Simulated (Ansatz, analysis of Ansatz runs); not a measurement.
**Reproducing a measured local vibrational mode: Al-H pair in alpha-quartz**

Subject: Al-H pair in alpha-quartz. Wanted: its local vibrational mode, in one set-up (HSE06, 72-site cell, PBE lattice, 420 eV, k: the zone centre alone, relaxed with the hybrid, anharmonic cut along the mode). The model is a cell of 72 host atoms with Al put on another atom's site and H put in between. The frequencies come from force constants among the defect atom and its neighbours, with the masses of the isotopes named. Exact exchange opens the gap, stiffens bonds and lessens the self-interaction error, at many times the cost.

Measured beforehand: O-H stretch, 1H: 3378 cm⁻¹ at 300 K, by diffuse reflectance FTIR (“Structural evolution of water and hydroxyl groups during thermal, mechanical and chemical treatment of high purity natural quartz”, 2020, pmc:9055915). O-H stretch, 1H: 3313 cm⁻¹ at 300 K, by diffuse reflectance FTIR (“Structural evolution of water and hydroxyl groups during thermal, mechanical and chemical treatment of high purity natural quartz”, 2020, pmc:9055915). The runs below try to reproduce this.

Method: plane-wave PAW DFT, HSE06; relaxation of all atoms of a defect supercell, in Ansatz 0.2.0.

**1. The structure**

The cell holds 73 atoms: 23 Si, 48 O, 1 Al and 1 H. Cell: a = 10.037 Å, b = 10.037 Å, c = 11.018 Å, α = 90.0°, β = 90.0°, γ = 120.0°. It derives from SiO2 (space group P3_221). Nearest the centre at fractional (0.218, 0.153, 0.418): O4 at 0.32 Å, Al12 at 1.31 Å, H73 at 1.33 Å, Si1 at 1.89 Å, O16 at 2.40 Å, O9 at 2.41 Å, O15 at 2.41 Å, O27 at 2.79 Å.

The host's primitive cell comes from a first run (plane-wave PAW DFT, PBE; relaxation of the host's cell and atoms): vectors of 5.018, 5.018 and 5.509 Å. That is 13.35 Å³ an atom, 6.1 % over the diffraction cell's volume. The supercell is built on it.

**2. Relaxation, charge 0**

Every later number rests on the structure around the defect, so the atoms are relaxed at the host's lattice first.

relax/input.yaml

```yaml
relax:
  f_tol: 0.01
  max_steps: 80
  random_displacement: { amplitude: 0.02, seed: 35 }
crystal:
  lattice:
    - [10.03667681, 0.0, 0.0]
    - [-5.01833841, 8.69201709, 0.0]
    - [0.0, 0.0, 11.01794811]
  atoms:
    - { symbol: Si, position: [0.238184543, 0.0, 0.333333333] }
    - { symbol: Si, position: [0.0, 0.238184543, 0.166666667] }
    - { symbol: Si, position: [0.261815457, 0.261815457, 0.0] }
    - { symbol: O, position: [0.207203439, 0.128060007, 0.397141938] }
    - { symbol: O, position: [0.371939993, 0.079143432, 0.230475271] }
    - { symbol: O, position: [0.420856568, 0.292796561, 0.063808604] }
    - { symbol: O, position: [0.128060007, 0.207203439, 0.102858062] }
    - { symbol: O, position: [0.079143432, 0.371939993, 0.269524729] }
    - { symbol: O, position: [0.292796561, 0.420856568, 0.436191396] }
    - { symbol: Si, position: [0.238184543, 0.0, 0.833333333] }
    - { symbol: Si, position: [0.0, 0.238184543, 0.666666667] }
    - { symbol: Al, position: [0.261815457, 0.261815457, 0.5] }
    - { symbol: O, position: [0.207203439, 0.128060007, 0.897141938] }
    - { symbol: O, position: [0.371939993, 0.079143432, 0.730475271] }
    - { symbol: O, position: [0.420856568, 0.292796561, 0.563808604] }
    - { symbol: O, position: [0.128060007, 0.207203439, 0.602858062] }
    - { symbol: O, position: [0.079143432, 0.371939993, 0.769524729] }
    - { symbol: O, position: [0.292796561, 0.420856568, 0.936191396] }
    - { symbol: Si, position: [0.238184543, 0.5, 0.333333333] }
    - { symbol: Si, position: [0.0, 0.738184543, 0.166666667] }
    - { symbol: Si, position: [0.261815457, 0.761815457, 0.0] }
    - { symbol: O, position: [0.207203439, 0.628060007, 0.397141938] }
    - { symbol: O, position: [0.371939993, 0.579143432, 0.230475271] }
    - { symbol: O, position: [0.420856568, 0.792796561, 0.063808604] }
    - { symbol: O, position: [0.128060007, 0.707203439, 0.102858062] }
    - { symbol: O, position: [0.079143432, 0.871939993, 0.269524729] }
    - { symbol: O, position: [0.292796561, 0.920856568, 0.436191396] }
    - { symbol: Si, position: [0.238184543, 0.5, 0.833333333] }
    - { symbol: Si, position: [0.0, 0.738184543, 0.666666667] }
    - { symbol: Si, position: [0.261815457, 0.761815457, 0.5] }
    - { symbol: O, position: [0.207203439, 0.628060007, 0.897141938] }
    - { symbol: O, position: [0.371939993, 0.579143432, 0.730475271] }
    - { symbol: O, position: [0.420856568, 0.792796561, 0.563808604] }
    - { symbol: O, position: [0.128060007, 0.707203439, 0.602858062] }
    - { symbol: O, position: [0.079143432, 0.871939993, 0.769524729] }
    - { symbol: O, position: [0.292796561, 0.920856568, 0.936191396] }
    - { symbol: Si, position: [0.738184543, 0.0, 0.333333333] }
    - { symbol: Si, position: [0.5, 0.238184543, 0.166666667] }
    - { symbol: Si, position: [0.761815457, 0.261815457, 0.0] }
    - { symbol: O, position: [0.707203439, 0.128060007, 0.397141938] }
    - { symbol: O, position: [0.871939993, 0.079143432, 0.230475271] }
    - { symbol: O, position: [0.920856568, 0.292796561, 0.063808604] }
    - { symbol: O, position: [0.628060007, 0.207203439, 0.102858062] }
    - { symbol: O, position: [0.579143432, 0.371939993, 0.269524729] }
    - { symbol: O, position: [0.792796561, 0.420856568, 0.436191396] }
    - { symbol: Si, position: [0.738184543, 0.0, 0.833333333] }
    - { symbol: Si, position: [0.5, 0.238184543, 0.666666667] }
    - { symbol: Si, position: [0.761815457, 0.261815457, 0.5] }
    - { symbol: O, position: [0.707203439, 0.128060007, 0.897141938] }
    - { symbol: O, position: [0.871939993, 0.079143432, 0.730475271] }
    - { symbol: O, position: [0.920856568, 0.292796561, 0.563808604] }
    - { symbol: O, position: [0.628060007, 0.207203439, 0.602858062] }
    - { symbol: O, position: [0.579143432, 0.371939993, 0.769524729] }
    - { symbol: O, position: [0.792796561, 0.420856568, 0.936191396] }
    - { symbol: Si, position: [0.738184543, 0.5, 0.333333333] }
    - { symbol: Si, position: [0.5, 0.738184543, 0.166666667] }
    - { symbol: Si, position: [0.761815457, 0.761815457, 0.0] }
    - { symbol: O, position: [0.707203439, 0.628060007, 0.397141938] }
    - { symbol: O, position: [0.871939993, 0.579143432, 0.230475271] }
    - { symbol: O, position: [0.920856568, 0.792796561, 0.063808604] }
    - { symbol: O, position: [0.628060007, 0.707203439, 0.102858062] }
    - { symbol: O, position: [0.579143432, 0.871939993, 0.269524729] }
    - { symbol: O, position: [0.792796561, 0.920856568, 0.436191396] }
    - { symbol: Si, position: [0.738184543, 0.5, 0.833333333] }
    - { symbol: Si, position: [0.5, 0.738184543, 0.666666667] }
    - { symbol: Si, position: [0.761815457, 0.761815457, 0.5] }
    - { symbol: O, position: [0.707203439, 0.628060007, 0.897141938] }
    - { symbol: O, position: [0.871939993, 0.579143432, 0.730475271] }
    - { symbol: O, position: [0.920856568, 0.792796561, 0.563808604] }
    - { symbol: O, position: [0.628060007, 0.707203439, 0.602858062] }
    - { symbol: O, position: [0.579143432, 0.871939993, 0.769524729] }
    - { symbol: O, position: [0.792796561, 0.920856568, 0.936191396] }
    - { symbol: H, position: [0.171375439, 0.047432007, 0.331329938] }
basis:
  ecutwfc: 420
  xc_grid: 2
hamiltonian:
  xc: hse06
kpoints:
  mp_grid: { grid: [1, 1, 1] }
scf:
  occupations: { method: fermi_dirac, width: 0.01 }
  max_iter: 120
output:
  forces: true
checkpoint:
  write: "../relax.run"
  compress: false
  write_wavefunctions: true
  write_every: 100000
```

On the command line:

```sh
$ ansatz run input.yaml --threads 4 --pin off --max-ram 7536MiB --backend cpu --events-out ev --progress --plain --runs-dir out
```

Numbers of over 12 decimals in the logs are rounded to 6 here.

The log of the run:

```text
[... repeated set-up lines and file paths are left out, and long positions are rounded to six places ...]
exact exchange: scf.exx.singularity resolves to wigner_seitz, which cuts the screened interaction at the faces of the exchange supercell's Wigner-Seitz cell, so that each pair interacts once, at the shortest of its separations (the periodic images that this [...]
Engine: ansatz 0.2.0, aarch64-unknown-linux-gnu
Pseudopotentials: kind: paw
Pseudopotential: Si, paw, valence charge 4, recommended cutoff 420 eV (normal), Si.paw.azcp
Pseudopotential: O, paw, valence charge 6, recommended cutoff 420 eV (normal), O.paw.azcp
Pseudopotential: Al, paw, valence charge 3, recommended cutoff 420 eV (normal), Al.paw.azcp
Pseudopotential: H, paw, valence charge 1, recommended cutoff 420 eV (normal), H.paw.azcp
Functional definition: HSE06
  parameter a = 0.25
  parameter omega = 0.11/bohr
  exchange = pbe_x - a*pbe_x_sr(omega) + a*exact_x_sr(omega)
  correlation = pbe_c
Crystal: 73 atoms, lattice volume = 961.194 Å³
Basis set: ecut = 420 eV, 18781 PW (Γ), exchange–correlation on 144×144×150 points (8 copies of the dense FFT grid, shifted against one another)
Bands: 265, of which v1, the nominal top of the filled ones, is band 192 counted from 1 (191 counted from 0)
Symmetry: 1 space group operations
k-points: 1
Non-local potential: Si, projectors of the file, l = 0: 2, l = 1: 2, l = 2: 2
Non-local potential: O, projectors of the file, l = 0: 2, l = 1: 2, l = 2: 1
Non-local potential: Al, projectors of the file, l = 0: 2, l = 1: 2, l = 2: 1
Non-local potential: H, projectors of the file, l = 0: 2, l = 1: 1
PAW form: soft (Blöchl's): semilocal exchange-correlation on the pseudo side does not see the compensation charge
PAW frozen core: Si, regenerated for the run's functional, and the local potential with it (the file was generated under x = pbe(κ = 0.804, μ = 0.219515), c = pbe(β = 0.066725))
PAW frozen core: O, regenerated for the run's functional, and the local potential with it (the file was generated under x = pbe(κ = 0.804, μ = 0.219515), c = pbe(β = 0.066725))
PAW frozen core: Al, regenerated for the run's functional, and the local potential with it (the file was generated under x = pbe(κ = 0.804, μ = 0.219515), c = pbe(β = 0.066725))
PAW one-centre angular grid: Si, 110 points (default); XC on 64 Gauss nodes
PAW one-centre angular grid: O, 110 points (default); XC on 96 Gauss nodes
PAW one-centre angular grid: Al, 110 points (default); XC on 64 Gauss nodes
PAW one-centre angular grid: H, 110 points (default); XC on 64 Gauss nodes
Initial density: superposition of atomic densities (neutral atoms: chi_scale 0, normalization atom), corrected by the library's trained network
Initial wavefunctions: pseudopotential atomic-orbital guess
Functional: x = pbe(κ = 0.804, μ = 0.219515), c = pbe(β = 0.066725), warm-up for x = pbe(κ = 0.804, μ = 0.219515) + 0.25 (exact − pbe) at short range (hse, ω = 0.207870 Å⁻¹), c = pbe(β = 0.066725); [...]
SCF iter   1: F=—  HF=-42483.839176 eV  |F-HF|=—  |Δ(HF+E_count)|=         —  Δρ=7.75e-3  dr2=7.24e-1  ethr=1.77e-3  ⟨swp⟩=16.0  Hψ=1566  notcnv=0
preconditioner: auto → none  [insulator: Δε(μ)=4.304 eV  Ē_g=16.603 eV  σ=0.010 eV  W_gap=1.00  n_scr=212 (ndim 8)  ℏωp=23.5 eV  f_vac=0.149  D(μ)=0.00/eV (n_scr^D=0)]
SCF iter   2: F=—  HF=-42483.607316 eV  |F-HF|=—  |Δ(HF+E_count)|=   2.32e-1  Δρ=4.57e-3  dr2=1.22e-1  ethr=1.88e-4  ⟨swp⟩=9.0  Hψ=830  notcnv=0
SCF iter   3: F=—  HF=-42483.581302 eV  |F-HF|=—  |Δ(HF+E_count)|=   2.60e-2  Δρ=1.68e-3  dr2=1.51e-2  ethr=3.17e-5  ⟨swp⟩=7.0  Hψ=734  notcnv=0  defer=1
SCF iter   4: F=—  HF=-42483.580205 eV  |F-HF|=—  |Δ(HF+E_count)|=   1.10e-3  Δρ=7.73e-4  dr2=3.33e-3  ethr=3.93e-6  ⟨swp⟩=8.0  Hψ=719  notcnv=0  defer=2
iter 5 solved again at ethr=4.80e-8 eV; its pass at ethr=8.66e-7 eV (dr2=1.84e-4 eV) is discarded
SCF iter   5: F=—  HF=-42483.579217 eV  |F-HF|=—  |Δ(HF+E_count)|=   9.88e-4  Δρ=2.20e-4  dr2=1.87e-4  ethr=4.80e-8  ⟨swp⟩=4.0  Hψ=1123  notcnv=0  defer=1
SCF iter   6: F=—  HF=-42483.579268 eV  |F-HF|=—  |Δ(HF+E_count)|=   5.17e-5  Δρ=7.45e-5  dr2=2.42e-5  ethr=4.80e-8  ⟨swp⟩=5.0  Hψ=508  notcnv=0  defer=1
SCF iter   7: F=—  HF=-42483.579278 eV  |F-HF|=—  |Δ(HF+E_count)|=   9.87e-6  Δρ=2.32e-5  dr2=2.46e-6  ethr=6.29e-9  ⟨swp⟩=6.0  Hψ=550  notcnv=0  defer=2
SCF iter   8: F=—  HF=-42483.579279 eV  |F-HF|=—  |Δ(HF+E_count)|=   1.04e-6  Δρ=8.27e-6  dr2=3.40e-7  ethr=6.41e-10  ⟨swp⟩=5.0  Hψ=577  notcnv=0  defer=1
SCF iter   9: F=-42483.579279 eV  HF=-42483.579279 eV  |F-HF|=4.93e-9  |Δ(HF+E_count)|=   1.14e-7  Δρ=2.83e-6  dr2=3.58e-8  ethr=8.87e-11  ⟨swp⟩=4.0  Hψ=548  notcnv=0  defer=1
SCF 1 converged in 9 iterations: F = -42483.579279 eV  dr2 = 3.58e-8
  greatest PAW one-centre occupation: 0.875 electrons in one spin orbital (limit 2), on the O atom at site 3 (counted from 0), in its partial waves of l = 0
Initial density: handed on by an earlier stage of this run
Initial wavefunctions: those handed on with the density
Functional: x = pbe(κ = 0.804, μ = 0.219515) + 0.25 (exact − pbe) at short range (hse, ω = 0.207870 Å⁻¹), c = pbe(β = 0.066725); HSE06 as pw.x's `hse` composes it (authors' and Libxc's form: `xc: wpbeh`)
[...]
relax step   6: F+E_penalty+E_count = -42503.19219988 eV  Δ(F+E_penalty+E_count) = -3.930e-1 eV  max|allowed force component| = 1.153e0 eV/Å  Δτ_max = 0.2000 Å  (10 SCF iters, dr2 threshold 1.00e-4 eV, accepted)
relax step   7: F+E_penalty+E_count = -42503.42518530 eV  Δ(F+E_penalty+E_count) = -2.330e-1 eV  max|allowed force component| = 1.036e0 eV/Å  Δτ_max = 0.1944 Å  (9 SCF iters, dr2 threshold 1.00e-4 eV, accepted)
relax step   8: F+E_penalty+E_count = -42503.52519757 eV  Δ(F+E_penalty+E_count) = -1.000e-1 eV  max|allowed force component| = 3.098e-1 eV/Å  Δτ_max = 0.2000 Å  (11 SCF iters, dr2 threshold 1.00e-4 eV, accepted)
relax step   9: F+E_penalty+E_count = -42503.55694260 eV  Δ(F+E_penalty+E_count) = -3.175e-2 eV  max|allowed force component| = 1.828e-1 eV/Å  Δτ_max = 0.2000 Å  (12 SCF iters, dr2 threshold 8.58e-6 eV, accepted)
relax step  10: F+E_penalty+E_count = -42503.56844669 eV  Δ(F+E_penalty+E_count) = -1.150e-2 eV  max|allowed force component| = 4.339e-1 eV/Å  Δτ_max = 0.2000 Å  (11 SCF iters, dr2 threshold 2.99e-6 eV, accepted)
relax step  11: F+E_penalty+E_count = -42503.57621087 eV  Δ(F+E_penalty+E_count) = -7.764e-3 eV  max|allowed force component| = 1.397e-1 eV/Å  Δτ_max = 0.0987 Å  (10 SCF iters, dr2 threshold 6.55e-5 eV, accepted)
relax step  12: F+E_penalty+E_count = -42503.56538055 eV  Δ(F+E_penalty+E_count) = +1.083e-2 eV  max|allowed force component| = 3.074e-1 eV/Å  Δτ_max = 0.1501 Å  (14 SCF iters, dr2 threshold 2.02e-6 eV, rejected (line search))
relax step  13: F+E_penalty+E_count = -42503.58541821 eV  Δ(F+E_penalty+E_count) = -9.207e-3 eV  max|allowed force component| = 3.137e-2 eV/Å  Δτ_max = 0.0726 Å  (16 SCF iters, accepted)
relax step  14: F+E_penalty+E_count = -42503.58603809 eV  Δ(F+E_penalty+E_count) = -6.199e-4 eV  max|allowed force component| = 3.528e-2 eV/Å  Δτ_max = 0.0346 Å  (15 SCF iters, accepted)
relax step  15: F+E_penalty+E_count = -42503.58653292 eV  Δ(F+E_penalty+E_count) = -4.948e-4 eV  max|allowed force component| = 2.272e-2 eV/Å  Δτ_max = 0.0101 Å  (13 SCF iters, accepted)
relax step  16: F+E_penalty+E_count = -42503.58660873 eV  Δ(F+E_penalty+E_count) = -7.581e-5 eV  max|allowed force component| = 1.645e-2 eV/Å  Δτ_max = 0.0056 Å  (10 SCF iters, dr2 threshold 2.14e-7 eV, accepted)
relax step  17: F+E_penalty+E_count = -42503.58662486 eV  Δ(F+E_penalty+E_count) = -1.612e-5 eV  max|allowed force component| = 2.979e-2 eV/Å  Δτ_max = 0.0047 Å  (11 SCF iters, dr2 threshold 1.12e-7 eV, accepted)
relax step  18: F+E_penalty+E_count = -42503.58663912 eV  Δ(F+E_penalty+E_count) = -1.426e-5 eV  max|allowed force component| = 4.691e-3 eV/Å  Δτ_max = 0.0032 Å  (9 SCF iters, dr2 threshold 4.65e-7 eV, accepted)
[...]
relax step  19: F+E_penalty+E_count = -42503.58663913 eV  Δ(F+E_penalty+E_count) = -5.741e-9 eV  max|allowed force component| = 4.686e-3 eV/Å  Δτ_max = 0.0000 Å  (4 SCF iters, accepted)
hybrid SCF converged: 2 outer / 4 inner (+0 warm-up), last move |dexx| = 3.69e-10 eV, tail = 3.10e-9 eV
Stability not checked: this state was not tested for a lower state beside it, because the functional holds exact exchange (a hybrid, or Hartree-Fock), whose exchange loop this test does not read (fock_operator; see scf.lower_state_search)
Free energy (F): -42503.586639 eV
Harris-Foulkes:  -42503.586639 eV  (|F-HF|=1.25e-9)
Internal energy: -42503.586639 eV  (E = F + TS)
E sigma→0 (E₀):  -42503.586639 eV
Fermi energy:    4.583899 eV
--- Per-component energies (eV) ---
  E_band       = -2540.802025
  E_kinetic    = 9712.900795
  E_local      = -24778.124692  (includes V_loc(G=0)·N_el)
  E_nonlocal   = 2807.143561
  E_hartree    = 8991.166060
  E_xc         = -3938.360706
  E_vxc        = -4536.929289  (∫ρ·V_xc dr)
  E_exx        = -1106.225524  (= α·E_x^exact, valence–valence)
  E_paw        = -19773.488641  (= ΣΔE_a)
  E_vpaw       = -1515.796451  (= ΣTr[D̂ρ^β])
  E_aug_tail   = 0.123002  (compensation charges beyond the density's cutoff)
  E_ewald      = -14416.036297
  E_core_change = -2.684198  (= ΣΔE_core)
  E_smearing   = -0.000000  (= −TS)
  E_closure    = 0.000001  (closes the sum)
  Σ components = -42503.586639   (vs F -42503.586639, Δ=7.28e-12)
--- Forces (eV/Å), atoms counted from 1 ---
  atom   1  Si     0.00468458    -0.00468534    -0.00357696
  atom   2  Si     0.00010197    -0.00030137    -0.00011750
  [... 1 atom left out ...]
  atom   4  O     -0.00405658     0.00170295     0.00156669
  atom   5  O     -0.00102186     0.00002933     0.00124826
  [... 3 atoms left out ...]
  atom   9  O      0.00174149     0.00007295     0.00169585
  [... 2 atoms left out ...]
  atom  12  Al    -0.00277490     0.00219233     0.00000821
  [... 2 atoms left out ...]
  atom  15  O      0.00173794    -0.00035329     0.00125214
  atom  16  O      0.00070395     0.00059968    -0.00032357
  [... 9 atoms left out ...]
  atom  26  O      0.00015637     0.00087410     0.00073348
  atom  27  O     -0.00089690     0.00096160     0.00076493
  [... 45 atoms left out ...]
  atom  73  H      0.00013606    -0.00097236    -0.00115507
  max |Σ_I F_I| component: 9.86e-5 eV/Å
--- Band table (eV) ---
  k-point 0: bands = ["-20.7737", "-20.1915", "-19.8754", "-19.8124", [... 232 left out ...] "13.0975", "13.1312", "13.1851", "13.2265"]
  guard bands above this table: 25 of the run's 265 bands. The solve was not asked for them (output.publish_guard_bands: true or output.eigenvalues: true publishes all)
--- Relaxed structure (19 steps of the walk, 18 accepted, 0 SCFs on fresh bases) ---
  F+E_penalty+E_count = -42503.58663913 eV   max|allowed force component| = 4.686e-3 eV/Å
  atoms:
    - { symbol: Si, position: [0.231777, -0.011685, 0.329846] }
    - { symbol: Si, position: [0.000692, 0.246701, 0.161762] }
    [... 1 atom left out ...]
    - { symbol: O, position: [0.168401, 0.094571, 0.401536] }
    - { symbol: O, position: [0.369036, 0.096071, 0.241482] }
    [... 3 atoms left out ...]
    - { symbol: O, position: [0.290666, 0.418441, 0.423270] }
    [... 2 atoms left out ...]
    - { symbol: Al, position: [0.264551, 0.265780, 0.507287] }
    [... 2 atoms left out ...]
    - { symbol: O, position: [0.429078, 0.270636, 0.551099] }
    - { symbol: O, position: [0.126591, 0.207120, 0.616776] }
    [... 9 atoms left out ...]
    - { symbol: O, position: [0.081869, 0.864489, 0.259108] }
    - { symbol: O, position: [0.288015, 0.915053, 0.432154] }
    [... 45 atoms left out ...]
    - { symbol: H, position: [0.056646, 0.040512, 0.409680] }
```

Run time: 22 min. Hardware: 4 threads of Arm Neoverse V2, shared host; peak memory 2.3 GiB.

[end of part 1 of 2]

[Logs are printed without paths, hosts, clocks, repeated set-up lines and the standing remarks that a program may print on its own settings, such as how far it seeks lower states.]

[Hosts, paths, dates, database ids (printed as entryN), source tags and the programs' standing remarks are cut or masked in the printed files.]

[For some hosts the program warned that the k-mesh of the response run may be too coarse for force constants and the static dielectric constant; such warnings are not shown here.]
